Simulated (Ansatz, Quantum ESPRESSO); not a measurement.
# Where does added charge sit? 12 metal surfaces against an electrode

A charged slab and an electrode form a capacitor. How far does its effective gap ε₀/C fall short of the distance from the top atoms?

How it was computed: Quantum ESPRESSO 7.5, ESM with bc3: vacuum below, a metal electrode at the cell's upper end. Ions are fixed where Ansatz 0.2.0 (PAW) or pw.x relaxed them, under PBE, with D3(BJ) for stacks. Runs without a † are unpolarised. C comes from the runs at the smallest and the largest positive charge, about 1.5 and 6×10¹³ e per cm² of the starting cell (electrons removed).

Results:

| system | level | top atoms to electrode (Å) | C (µF/cm²) | ε₀/C (Å) | shortfall (Å) | shift of the far face's level (eV) |
| --- | --- | --- | --- | --- | --- | --- |
| Fe(110), 5 layers † | LDA, GBRV ultrasoft | 6.05 | 2.01 | 4.40 | 1.65 | −0.01 |
| Co(0001), 4 layers † | PBE, GBRV ultrasoft | 5.04 | 2.60 | 3.41 | 1.63 | 0.00 |
| Pb(111), 5 layers | PBEsol, GBRV ultrasoft | 6.92 | 1.67 | 5.30 | 1.63 | −0.03 |
| Li(100), 5 layers | PBE, GBRV ultrasoft | 6.03 | 2.00 | 4.42 | 1.61 | −0.02 |
| Al(111), 5 layers | PBE, GBRV ultrasoft | 5.99 | 2.02 | 4.39 | 1.60 | −0.01 |
| Sr(111), 4 layers + Na on fcc | PBE, GBRV ultrasoft | 4.77 | 2.79 | 3.18 | 1.60 | −0.02 |
| Na(100), 5 layers | PBE, GBRV ultrasoft | 5.05 | 2.53 | 3.49 | 1.56 | −0.02 |
| Ir(100), 5 layers | PBE, GBRV ultrasoft | 5.01 | 2.57 | 3.45 | 1.56 | 0.00 |
| Rh(111), 5 layers | PBE, GBRV ultrasoft | 5.99 | 2.00 | 4.44 | 1.56 | +0.01 |
| Rh(100), 5 layers | PBE, GBRV ultrasoft | 7.00 | 1.63 | 5.45 | 1.55 | +0.01 |
| Ir(111), 5 layers | LDA, GBRV ultrasoft | 6.00 | 1.99 | 4.45 | 1.55 | +0.01 |
| Al(100), 5 layers | LDA, GBRV ultrasoft | 7.00 | 1.62 | 5.47 | 1.53 | 0.00 |

**Reading.** The shortfall runs from 1.65 Å (Fe(110), 5 layers) to 1.53 Å (Al(100), 5 layers). On 12 of 12 the far face's level moves by under 0.08 eV: these screen like a metal, and the shortfall is the height of the image plane over the top atoms. By hand, for the first row: C = (0.0349 − 0.0087) e / (5.824 Å² × 3.583 V) × 1602 = 2.01 µF/cm², and 8.854/2.01 = 4.40 Å.

**Limits.** C was taken on the side of removed electrons; at zero charge the shortfall can differ. Slabs are four or five layers thick. Rows were grouped by the size of the shortfall, and levels differ between them. Of 226 systems run, those whose charged runs converged are listed in this or a sister table.
